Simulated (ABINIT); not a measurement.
# Rb3SCl (Pm-3m): modes at Γ and the response to a field

Which modes does Rb3SCl (Pm-3m) have at the zone centre?

Main program and level: ABINIT 10.8.3; DFT LDA, scalar-relativistic, plane waves, PseudoDojo norm-conserving pseudopotentials.

The structure was built from a prototype and need not be the compound's stable phase.

**1. The structure**

Symmetry: Pm-3m, No. 221, cubic system. The conventional cell has a = 6.384 Å, b = 6.384 Å, c = 6.384 Å, α = 90.00°, β = 90.00°, γ = 90.00°. Nearest to Cl lie 12 Rb at 4.51 Å. Nearest to S lie 6 Rb at 3.19 Å. Rb has 2 S at 3.19 Å nearest. Farther neighbours and most contacts between anions are not listed.

**2. A first look**

A first run with smearing and empty bands tells whether the crystal has a gap, which decides between fixed occupations and smearing later on.

probe.abi

```
# ground state
tolvrs 1.0d-08
prtden 1
prtwf 1

# basis, mesh and filling
ecut 24.0
ngkpt 4 4 4
nshiftk 1
shiftk 0.0 0.0 0.0
istwfk *1
occopt 7
tsmear 0.005
nband 29
nstep 100
diemac 9.0
prtebands 0
prtgsr 0
useylm 1

# cell and atoms
acell 3*1.0 Angstrom
rprim 
    6.384 0.0 0.0
    0.0 6.384 0.0
    0.0 0.0 6.384
ntypat 3
znucl 17 16 37
natom 5
typat 1 2 3 3 3
xred 
    0.0 0.0 0.0
    0.5 0.5 0.5
    0.5 0.5 0.0
    0.5 0.0 0.5
    0.0 0.5 0.5
pp_dirpath "./pseudo"
pseudos "Cl.upf, S.upf, Rb.upf"
```

Command:

```
> OMP_NUM_THREADS=1 mpirun -n 4 abinit probe.abi > probe.log
```

Numbers of over 12 decimals in the logs are rounded to 6 here.

probe.abo, the main output file:

```text
[banners, grids, parts of the stress and lines that vanish by symmetry left out]
- input  file    -> probe.abi
- output file    -> probe.abo
- root for input  files -> probei
[...]
Symmetries : space group Pm -3 m (#221); Bravais cP (primitive cubic)
[...]
mpw =        9952          nfft =      157464          nkpt =          10
[...]
== DATASET  1 ==================================================================
[...]
cutoff_energies: {ecut:  24.0, pawecutdg:  -1.0, }
[...]
ETOT  1  -108.81345323654    -1.088E+02 2.209E-02 8.271E+02
 ETOT  2  -108.95163469355    -1.382E-01 9.137E-03 9.882E+01
 ETOT  3  -108.98395090397    -3.232E-02 3.220E-03 2.194E+01
 ETOT  4  -108.98722517922    -3.274E-03 1.809E-03 5.341E-01
 ETOT  5  -108.98725591829    -3.074E-05 3.159E-04 3.186E-01
[...]
ETOT 11  -108.98729853550    -1.478E-12 9.885E-05 1.841E-08
 ETOT 12  -108.98729853550    -4.235E-12 1.227E-04 4.433E-11
 At SCF step   12       vres2   =  4.43E-11 < tolvrs=  1.00E-08 =>converged.
[...]
sigma(1 1)=  4.97871395E-05  sigma(3 2)=  0.00000000E+00
  sigma(2 2)=  4.97871395E-05  sigma(3 1)=  0.00000000E+00
  sigma(3 3)=  4.97871395E-05  sigma(2 1)=  0.00000000E+00
[...]
convergence: {deltae: -4.235E-12, res2:  4.433E-11, residm:  1.227E-04, diffor: null, }
etotal    :  -1.08987299E+02
[...]
sigma(1 1)=  4.97871395E-05  sigma(3 2)=  0.00000000E+00
  sigma(2 2)=  4.97871395E-05  sigma(3 1)=  0.00000000E+00
  sigma(3 3)=  4.97871395E-05  sigma(2 1)=  0.00000000E+00
[...]
- sigma(1 1)=  1.46478821E+00  sigma(3 2)=  0.00000000E+00
- sigma(2 2)=  1.46478821E+00  sigma(3 1)=  0.00000000E+00
- sigma(3 3)=  1.46478821E+00  sigma(2 1)=  0.00000000E+00
[...]
fcart     -0.0000000000E+00 -0.0000000000E+00 -0.0000000000E+00
           strten      4.9787139452E-05  4.9787139452E-05  4.9787139452E-05
================================================================================

[key lines of the parts left out:]
pressure_GPa:  -1.4648E+00
```

The job ended after 2.5 min (4 MPI ranks of Intel Xeon at 2.50GHz (Skylake/Cascade Lake), shared host).

Numbers from this step:

```
volume per atom   : 52.04 Å³
pressure          : -1.465 GPa
gap on the k-mesh : 1.197 eV
```

A gap of 1.2 eV opens on this mesh, so the crystal is taken as an insulator; the printed pressure holds the stress of the finite basis too.

**3. Rough relaxation**

The typed start is rough, so a first relaxation with smearing and loose thresholds takes it towards rest cheaply.

prerelax.abi

```
# relaxation
ionmov 2
optcell 2
dilatmx 1.15
chkdilatmx 0
ntime 40
tolmxf 3.0d-04
tolvrs 1.0d-10
prtwf 0
prtden 0
chksymtnons 0

# basis, mesh and filling
ecut 25.0
ecutsm 3.0
ngkpt 4 4 4
nshiftk 1
shiftk 0.0 0.0 0.0
istwfk *1
occopt 7
tsmear 0.005
nband 29
nstep 100
diemac 9.0
prtebands 0
prtgsr 0
useylm 1

# cell and atoms
acell 3*1.0 Angstrom
rprim 
    6.384 0.0 0.0
    0.0 6.384 0.0
    0.0 0.0 6.384
ntypat 3
znucl 17 16 37
natom 5
typat 1 2 3 3 3
xred 
    0.0 0.0 0.0
    0.5 0.5 0.5
    0.5 0.5 0.0
    0.5 0.0 0.5
    0.0 0.5 0.5
pp_dirpath "./pseudo"
pseudos "Cl.upf, S.upf, Rb.upf"
```

Command:

```
> OMP_NUM_THREADS=1 mpirun -n 4 abinit prerelax.abi > prerelax.log
```

prerelax.abo, the main output file:

```text
[banners, grids, parts of the stress and lines that vanish by symmetry left out]
- input  file    -> prerelax.abi
- output file    -> prerelax.abo
- root for input  files -> prerelaxi
[...]
Symmetries : space group Pm -3 m (#221); Bravais cP (primitive cubic)
[...]
mpw =       15987          nfft =      262144          nkpt =          10
[...]
== DATASET  1 ==================================================================
[...]
cutoff_energies: {ecut:  25.0, pawecutdg:  -1.0, }
[...]
ETOT  1  -108.80835960519    -1.088E+02 1.941E-02 1.392E+03
 ETOT  2  -108.94946827407    -1.411E-01 6.534E-03 1.752E+02
 ETOT  3  -108.98393759593    -3.447E-02 2.723E-03 3.623E+01
 ETOT  4  -108.98718159034    -3.244E-03 2.419E-03 8.771E-01
 ETOT  5  -108.98721410788    -3.252E-05 8.591E-04 4.736E-01
[...]
At SCF step   12       vres2   =  6.96E-11 < tolvrs=  1.00E-10 =>converged.
[...]
ETOT 11  -108.99409430890     1.148E-11 3.049E-08 2.060E-13
 At SCF step   11       vres2   =  2.06E-13 < tolvrs=  1.00E-10 =>converged.
[...]
sigma(1 1)=  2.17981709E-07  sigma(3 2)=  0.00000000E+00
  sigma(2 2)=  2.17981709E-07  sigma(3 1)=  0.00000000E+00
  sigma(3 3)=  2.17981709E-07  sigma(2 1)=  0.00000000E+00
[...]
convergence: {deltae:  1.148E-11, res2:  2.060E-13, residm:  3.049E-08, diffor: null, }
etotal    :  -1.08994094E+02
[...]
At Broyd/MD step   5, gradients are converged :
[...]
sigma(1 1)=  2.17981709E-07  sigma(3 2)=  0.00000000E+00
  sigma(2 2)=  2.17981709E-07  sigma(3 1)=  0.00000000E+00
  sigma(3 3)=  2.17981709E-07  sigma(2 1)=  0.00000000E+00
[...]
- sigma(1 1)=  6.41324330E-03  sigma(3 2)=  0.00000000E+00
- sigma(2 2)=  6.41324330E-03  sigma(3 1)=  0.00000000E+00
- sigma(3 3)=  6.41324330E-03  sigma(2 1)=  0.00000000E+00
[...]
fcart     -0.0000000000E+00 -0.0000000000E+00 -0.0000000000E+00
           strten      2.1798170917E-07  2.1798170917E-07  2.1798170917E-07
================================================================================

[key lines of the parts left out:]
pressure_GPa:  -6.4132E-03
Total energy (etotal) [Ha]= -1.08994094308900E+02
```

Wall time 14 min (4 MPI ranks); 52 min of CPU time.

The steps of the relaxation:

| step | energy less that of the first step (eV) | largest force (eV/Å) | volume (Å³) |
| --- | --- | --- | --- |
| 1 | 0.0000 | 0.0000 | 260.18 |
| 2 | -0.0102 | 0.0000 | 259.04 |
| 3 | -0.1712 | 0.0000 | 215.41 |
| 4 | -0.1855 | 0.0000 | 226.00 |
| 5 | -0.1862 | 0.0000 | 224.14 |

| conventional cell, symmetrised | before | after | change |
| --- | --- | --- | --- |
| a (Å) | 6.384 | 6.074 | -4.8 % |
| b (Å) | 6.384 | 6.074 | -4.8 % |
| c (Å) | 6.384 | 6.074 | -4.8 % |
| volume (Å³/atom) | 52.04 | 44.83 | -13.9 % |

The relaxed structure:

```cif
data_structure
_symmetry_space_group_name_H-M 'P 1'
_symmetry_Int_Tables_number 1
_cell_length_a 6.0744
_cell_length_b 6.0744
_cell_length_c 6.0744
_cell_angle_alpha 90.000
_cell_angle_beta 90.000
_cell_angle_gamma 90.000
_cell_volume 224.14
loop_
_atom_site_label
_atom_site_type_symbol
_atom_site_fract_x
_atom_site_fract_y
_atom_site_fract_z
_atom_site_occupancy
Cl1 Cl 0.00000 0.00000 0.00000 1
S2 S 0.50000 0.50000 0.50000 1
Rb3 Rb 0.50000 0.50000 0.00000 1
Rb4 Rb 0.50000 0.00000 0.50000 1
Rb5 Rb 0.00000 0.50000 0.50000 1
```

This step gave:

```
volume per atom   : 44.83 Å³
pressure          : -0.006413 GPa
gap on the k-mesh : 1.080 eV
```

The volume changes by -13.9 % in this run and stands -13.9 % from the first cell.

**4. Rough relaxation**

The cell changed much, so the rough relaxation is repeated on a basis made for the new cell.

Edit prerelax.abi of step 3 so:

```diff
@@ -31,5 +31,5 @@
 rprim 
-    6.384 0.0 0.0
-    0.0 6.384 0.0
-    0.0 0.0 6.384
+    6.074446685 0.0 0.0
+    0.0 6.074446685 0.0
+    0.0 0.0 6.074446685
 ntypat 3
```

prerelax.abo, the main output file:

```text
[banners, grids, parts of the stress and lines that vanish by symmetry left out]
- input  file    -> prerelax.abi
- output file    -> prerelax.abo
- root for input  files -> prerelaxi
[...]
Symmetries : space group Pm -3 m (#221); Bravais cP (primitive cubic)
[...]
mpw =       13780          nfft =      216000          nkpt =          10
[...]
== DATASET  1 ==================================================================
[...]
cutoff_energies: {ecut:  25.0, pawecutdg:  -1.0, }
[...]
ETOT  1  -108.82668947167    -1.088E+02 1.989E-02 1.203E+03
 ETOT  2  -108.96419021911    -1.375E-01 4.909E-03 1.368E+02
 ETOT  3  -108.99164580556    -2.746E-02 1.790E-03 2.613E+01
 ETOT  4  -108.99401024303    -2.364E-03 3.241E-03 1.335E+00
 ETOT  5  -108.99408624025    -7.600E-05 3.106E-04 9.276E-02
[...]
ETOT 11  -108.99409432976    -5.954E-12 1.692E-05 3.317E-09
 ETOT 12  -108.99409432976     6.708E-12 4.447E-05 1.630E-11
 At SCF step   12       vres2   =  1.63E-11 < tolvrs=  1.00E-10 =>converged.
[...]
sigma(1 1)=  2.17913514E-07  sigma(3 2)=  0.00000000E+00
  sigma(2 2)=  2.17913514E-07  sigma(3 1)=  0.00000000E+00
  sigma(3 3)=  2.17913514E-07  sigma(2 1)=  0.00000000E+00
[...]
convergence: {deltae:  6.708E-12, res2:  1.630E-11, residm:  4.447E-05, diffor: null, }
etotal    :  -1.08994094E+02
[...]
At Broyd/MD step   1, gradients are converged :
[...]
sigma(1 1)=  2.17913514E-07  sigma(3 2)=  0.00000000E+00
  sigma(2 2)=  2.17913514E-07  sigma(3 1)=  0.00000000E+00
  sigma(3 3)=  2.17913514E-07  sigma(2 1)=  0.00000000E+00
[...]
- sigma(1 1)=  6.41123694E-03  sigma(3 2)=  0.00000000E+00
- sigma(2 2)=  6.41123694E-03  sigma(3 1)=  0.00000000E+00
- sigma(3 3)=  6.41123694E-03  sigma(2 1)=  0.00000000E+00
[...]
fcart     -0.0000000000E+00 -0.0000000000E+00 -0.0000000000E+00
           strten      2.1791351446E-07  2.1791351446E-07  2.1791351446E-07
================================================================================

[key lines of the parts left out:]
pressure_GPa:  -6.4112E-03
Total energy (etotal) [Ha]= -1.08994094329756E+02
```

Run time: 2.6 min. Hardware: 4 MPI ranks.

Little changed from the start: no atom moved by 0.005 Å and no cell edge by 0.1 %.

Numbers from this step:

- pressure: -0.006411 GPa

The volume changes by +0.0 % in this run and stands -13.9 % from the first cell.

**5. Relaxation**

The harmonic expansion needs vanishing forces, and a free crystal bears no stress, so cell and atoms are brought to rest. Stress is more sensitive to the basis than forces are: the last 3 Ha under the cutoff are smoothed with ecutsm, and the cutoff is raised above that of the later runs.

relax.abi

```
# relaxation
ionmov 2
optcell 2
dilatmx 1.08
ntime 40
tolmxf 1.0d-05
tolvrs 1.0d-14
prtwf 0
prtden 0
chksymtnons 0

# basis, mesh and filling
ecut 31.0
ecutsm 3.0
ngkpt 4 4 4
nshiftk 1
shiftk 0.0 0.0 0.0
istwfk *1
occopt 1
nband 20
nstep 100
diemac 9.0
prtebands 0
prtgsr 0
useylm 1

# cell and atoms
acell 3*1.0 Angstrom
rprim 
    6.074446689 0.0 0.0
    0.0 6.074446689 0.0
    0.0 0.0 6.074446689
ntypat 3
znucl 17 16 37
natom 5
typat 1 2 3 3 3
xred 
    0.0 0.0 0.0
    0.5 0.5 0.5
    0.5 0.5 0.0
    0.5 0.0 0.5
    0.0 0.5 0.5
pp_dirpath "./pseudo"
pseudos "Cl.upf, S.upf, Rb.upf"
```

Command:

```
> OMP_NUM_THREADS=1 mpirun -n 4 abinit relax.abi > relax.log
```

relax.abo, the main output file:

```text
[banners, grids, parts of the stress and lines that vanish by symmetry left out]
- input  file    -> relax.abi
- output file    -> relax.abo
- root for input  files -> relaxi
[...]
Symmetries : space group Pm -3 m (#221); Bravais cP (primitive cubic)
[...]
mpw =       15800          nfft =      262144          nkpt =          10
[...]
== DATASET  1 ==================================================================
[...]
cutoff_energies: {ecut:  31.0, pawecutdg:  -1.0, }
[...]
ETOT  1  -108.82473694091    -1.088E+02 6.118E-02 1.316E+03
 ETOT  2  -108.97961950741    -1.549E-01 5.746E-03 7.103E+01
 ETOT  3  -108.99182827600    -1.221E-02 1.148E-03 3.478E+01
 ETOT  4  -108.99423613528    -2.408E-03 1.060E-04 1.602E+00
 ETOT  5  -108.99435547233    -1.193E-04 2.339E-05 5.356E-01
[...]
At SCF step   19       vres2   =  3.39E-16 < tolvrs=  1.00E-14 =>converged.
[...]
sigma(1 1)=  2.19689934E-07  sigma(3 2)=  0.00000000E+00
  sigma(2 2)=  2.19689934E-07  sigma(3 1)=  0.00000000E+00
  sigma(3 3)=  2.19689934E-07  sigma(2 1)=  0.00000000E+00
[...]
convergence: {deltae:  1.990E-13, res2:  3.389E-16, residm:  8.094E-17, diffor: null, }
etotal    :  -1.08994397E+02
[...]
ETOT  1  -108.99439729022    -1.090E+02 8.589E-13 5.944E-05
[...]
At SCF step   10       vres2   =  4.58E-16 < tolvrs=  1.00E-14 =>converged.
[...]
sigma(1 1)=  2.10648776E-07  sigma(3 2)=  0.00000000E+00
  sigma(2 2)=  2.10648776E-07  sigma(3 1)=  0.00000000E+00
  sigma(3 3)=  2.10648776E-07  sigma(2 1)=  0.00000000E+00
[...]
convergence: {deltae:  1.549E-12, res2:  4.579E-16, residm:  5.594E-20, diffor: null, }
etotal    :  -1.08994397E+02
[...]
ETOT  1  -108.99439491593    -1.090E+02 4.630E-10 3.219E-02
[...]
ETOT 11  -108.99439736792    -1.523E-11 3.480E-19 1.029E-14
 ETOT 12  -108.99439736791     9.095E-12 1.435E-20 7.256E-17
 At SCF step   12       vres2   =  7.26E-17 < tolvrs=  1.00E-14 =>converged.
[...]
sigma(1 1)= -1.42930306E-10  sigma(3 2)=  0.00000000E+00
  sigma(2 2)= -1.42930306E-10  sigma(3 1)=  0.00000000E+00
  sigma(3 3)= -1.42930303E-10  sigma(2 1)=  0.00000000E+00
[...]
convergence: {deltae:  9.095E-12, res2:  7.256E-17, residm:  1.435E-20, diffor: null, }
etotal    :  -1.08994397E+02
[...]
At Broyd/MD step   3, gradients are converged :
[...]
sigma(1 1)= -1.42930306E-10  sigma(3 2)=  0.00000000E+00
  sigma(2 2)= -1.42930306E-10  sigma(3 1)=  0.00000000E+00
  sigma(3 3)= -1.42930303E-10  sigma(2 1)=  0.00000000E+00
[...]
- sigma(1 1)= -4.20515479E-06  sigma(3 2)=  0.00000000E+00
- sigma(2 2)= -4.20515480E-06  sigma(3 1)=  0.00000000E+00
- sigma(3 3)= -4.20515468E-06  sigma(2 1)=  0.00000000E+00
[...]
fcart     -0.0000000000E+00 -0.0000000000E+00 -0.0000000000E+00
           strten     -1.4293030605E-10 -1.4293030648E-10 -1.4293030258E-10
================================================================================

[key lines of the parts left out:]
pressure_GPa:   4.2052E-06
Total energy (etotal) [Ha]= -1.08994397367914E+02
```

Run time: 6.3 min. Hardware: 4 MPI ranks; 25 min of CPU time.

Little changed from the start: no atom moved by 0.005 Å and no cell edge by 0.1 %.

Read from the output:

| Item | Value |
| --- | --- |
| volume per atom | 44.81 Å³ |
| pressure | 4.21e-6 GPa |

The volume changes by -0.0 % in this run and stands -13.9 % from the first cell.

**6. Ground state**

First-order wavefunctions inherit every error of the ground state, hence the very tight tolvrs.

gs.abi

```
# ground state
tolvrs 1.0d-16
prtden 1
prtwf 1

# basis, mesh and filling
ecut 24.0
ngkpt 4 4 4
nshiftk 1
shiftk 0.0 0.0 0.0
istwfk *1
occopt 1
nband 20
nstep 100
diemac 9.0
prtebands 0
prtgsr 0
useylm 1

# cell and atoms
acell 3*1.0 Angstrom
rprim 
    6.07347434 0.0 0.0
    0.0 6.07347434 0.0
    0.0 0.0 6.07347434
ntypat 3
znucl 17 16 37
natom 5
typat 1 2 3 3 3
xred 
    0.0 0.0 0.0
    0.5 0.5 0.5
    0.5 0.5 0.0
    0.5 0.0 0.5
    0.0 0.5 0.5
pp_dirpath "./pseudo"
pseudos "Cl.upf, S.upf, Rb.upf"
```

Command:

```
> OMP_NUM_THREADS=1 mpirun -n 4 abinit gs.abi > gs.log
```

gs.abo, the main output file:

```text
[banners, grids, parts of the stress and lines that vanish by symmetry left out]
- input  file    -> gs.abi
- output file    -> gs.abo
- root for input  files -> gsi
[...]
Symmetries : space group Pm -3 m (#221); Bravais cP (primitive cubic)
[...]
mpw =        8529          nfft =      157464          nkpt =          10
[...]
== DATASET  1 ==================================================================
[...]
cutoff_energies: {ecut:  24.0, pawecutdg:  -1.0, }
[...]
ETOT  1  -108.82516293009    -1.088E+02 6.812E-02 7.787E+02
 ETOT  2  -108.98101668256    -1.559E-01 3.600E-02 3.671E+01
 ETOT  3  -108.99156640246    -1.055E-02 1.117E-03 2.148E+01
 ETOT  4  -108.99402315656    -2.457E-03 1.371E-04 7.092E-01
 ETOT  5  -108.99411771527    -9.456E-05 1.803E-05 2.606E-01
[...]
ETOT 22  -108.99414363408     3.268E-13 2.038E-17 2.998E-16
 ETOT 23  -108.99414363408     3.780E-12 3.965E-18 7.416E-17
 At SCF step   23       vres2   =  7.42E-17 < tolvrs=  1.00E-16 =>converged.
[...]
sigma(1 1)=  1.03310731E-06  sigma(3 2)=  0.00000000E+00
  sigma(2 2)=  1.03310731E-06  sigma(3 1)=  0.00000000E+00
  sigma(3 3)=  1.03310731E-06  sigma(2 1)=  0.00000000E+00
[...]
convergence: {deltae:  3.780E-12, res2:  7.416E-17, residm:  3.965E-18, diffor: null, }
etotal    :  -1.08994144E+02
[...]
sigma(1 1)=  1.03310731E-06  sigma(3 2)=  0.00000000E+00
  sigma(2 2)=  1.03310731E-06  sigma(3 1)=  0.00000000E+00
  sigma(3 3)=  1.03310731E-06  sigma(2 1)=  0.00000000E+00
[...]
- sigma(1 1)=  3.03950663E-02  sigma(3 2)=  0.00000000E+00
- sigma(2 2)=  3.03950663E-02  sigma(3 1)=  0.00000000E+00
- sigma(3 3)=  3.03950663E-02  sigma(2 1)=  0.00000000E+00
[...]
fcart     -0.0000000000E+00 -0.0000000000E+00 -0.0000000000E+00
           strten      1.0331073054E-06  1.0331073054E-06  1.0331073054E-06
================================================================================

[key lines of the parts left out:]
pressure_GPa:  -3.0395E-02
```

Elapsed: 2.1 min, on 4 MPI ranks.

Read from the output:

- pressure: -0.03040 GPa

The cell stands at -0.030 GPa, close enough for phonons.

**7. The gap at rest**

Empty bands on the ground state's density check that the gap assumed so far is there in this cell.

gap.abi

```
# empty bands on the ground state's density
iscf -2
getden_filepath "gso_DEN"
tolwfr 1.0d-12
nbdbuf 2
prtwf 0

# basis, mesh and filling
ecut 24.0
ngkpt 4 4 4
nshiftk 1
shiftk 0.0 0.0 0.0
istwfk *1
occopt 1
nband 24
nstep 100
diemac 9.0
prtebands 0
prtgsr 0
useylm 1

# cell and atoms
acell 3*1.0 Angstrom
rprim 
    6.07347434 0.0 0.0
    0.0 6.07347434 0.0
    0.0 0.0 6.07347434
ntypat 3
znucl 17 16 37
natom 5
typat 1 2 3 3 3
xred 
    0.0 0.0 0.0
    0.5 0.5 0.5
    0.5 0.5 0.0
    0.5 0.0 0.5
    0.0 0.5 0.5
pp_dirpath "./pseudo"
pseudos "Cl.upf, S.upf, Rb.upf"
```

Command:

```
> OMP_NUM_THREADS=1 mpirun -n 4 abinit gap.abi > gap.log
```

gap.abo, the main output file:

```text
[banners, grids, parts of the stress and lines that vanish by symmetry left out]
- input  file    -> gap.abi
- output file    -> gap.abo
- root for input  files -> gapi
[...]
Symmetries : space group Pm -3 m (#221); Bravais cP (primitive cubic)
[...]
mpw =        8529          nfft =      157464          nkpt =          10
[...]
== DATASET  1 ==================================================================
[...]
cutoff_energies: {ecut:  24.0, pawecutdg:  -1.0, }
[...]
-outvars: echo values of variables after computation
            acell      1.8897261259E+00  1.8897261259E+00  1.8897261259E+00 Bohr
================================================================================
```

The job ended after 51 s (4 MPI ranks).

Numbers from this step:

* gap on the k-mesh: 1.079 eV

In this cell the gap on the mesh is 1.1 eV, direct, so fixed occupations hold.

[end of part 1 of 2]

[Host names and launcher messages were left out of these logs when they were recorded.]

[Logs are printed without paths, hosts, clocks, repeated set-up lines and the standing remarks that a program may print on its own settings, such as how far it seeks lower states.]

[Hosts, paths, dates, database ids (printed as entryN), source tags and the programs' standing remarks are cut or masked in the printed files.]
